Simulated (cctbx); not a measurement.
## BaCaFe across an absorption edge

Space group P6_3mc (no. 186), a = 5.1850 Å, b = 5.1850 Å, c = 8.2550 Å, α = 90.00°, β = 90.00°, γ = 120.00°.

```csv
atom,mult.,x,y,z,Ueq (Å²)
Ba1,2,0,0,0.7561,0.0112
Fe1,2,2/3,1/3,0.9498,0.0169
Ca1,2,2/3,1/3,0.5455,0.0166
```

The model is made up (kin elements in a known structure type, no relaxation), so it says nothing on whether the phase exists.

Calculated with cctbx: free-atom f′ and f″ from the Sasaki tables, no fine structure; amplitudes in electrons.

How do |F(hkl)| and |F(−h−k−l)| change across the Ba L3 edge?

```text
E (eV)    f'(Ba)   f''           |F|0 2 0        |F|0 0 4        |F|0 1 1        |F|0 1 2
   4647   -7.99   4.20       38.5/  38.5     78.6/  88.5     25.4/  17.1    102.2/ 105.3
   4997  -10.10   3.74       34.1/  34.1     75.4/  84.1     24.6/  17.2     98.5/ 101.2
   5127  -11.84   3.59       30.7/  30.7     72.3/  80.8     24.4/  17.3     95.2/  97.8
   5187  -13.45   3.53       27.7/  27.7     69.4/  77.7     24.3/  17.3     92.1/  94.7
   5217  -15.04   3.50       24.6/  24.6     66.4/  74.8     24.2/  17.3     89.0/  91.6
   5232  -16.62   3.48       21.6/  21.6     63.4/  71.9     24.2/  17.3     85.9/  88.6
   5239  -18.04   3.47       18.9/  18.9     60.7/  69.3     24.2/  17.3     83.1/  85.8
   5243  -19.56   3.47       16.1/  16.1     57.9/  66.6     24.2/  17.3     80.2/  82.9
   5251  -19.95  10.79       23.0/  23.0     58.3/  71.6     24.2/  17.3     81.4/  86.0
   5255  -18.21  10.78       25.3/  25.3     61.5/  74.5     24.1/  17.3     84.7/  89.2
   5262  -16.69  10.74       27.4/  27.4     64.3/  77.0     24.1/  17.3     87.6/  92.0
   5277  -15.03  10.68       29.9/  29.9     67.4/  79.7     24.1/  17.3     90.7/  95.0
   5307  -13.46  10.54       32.2/  32.2     70.4/  82.3     24.1/  17.3     93.7/  97.8
   5397  -11.51  10.16       35.1/  35.1     74.1/  85.2     23.9/  17.3     97.3/ 101.2
   5647  -11.84  12.97       37.6/  37.6     74.7/  86.5     23.5/  17.4     97.9/ 102.1
```

The edge is at 5247 eV. f′ of Ba falls from -11.8 e at 5127 eV to -19.6 e at 4 eV below it, and f″ steps from 3.47 to 10.78 e across it. Over that approach |F| changes by -48 % (0 2 0), -20 % (0 0 4), -1 % (0 1 1) and -16 % (0 1 2): a reflection falls where Ba scatters in phase with the total and rises where it scatters against it; it hardly moves where the Ba term is small or cancels by symmetry or lies in quadrature to the total. The f″ term interferes with the normal scattering with opposite sign for the two Friedel mates. The largest Friedel difference in the scan is 39.1 % of the mean (0 1 1, at 4647 eV).

[Logs are printed without paths, hosts, clocks, repeated set-up lines and the standing remarks that a program may print on its own settings, such as how far it seeks lower states.]
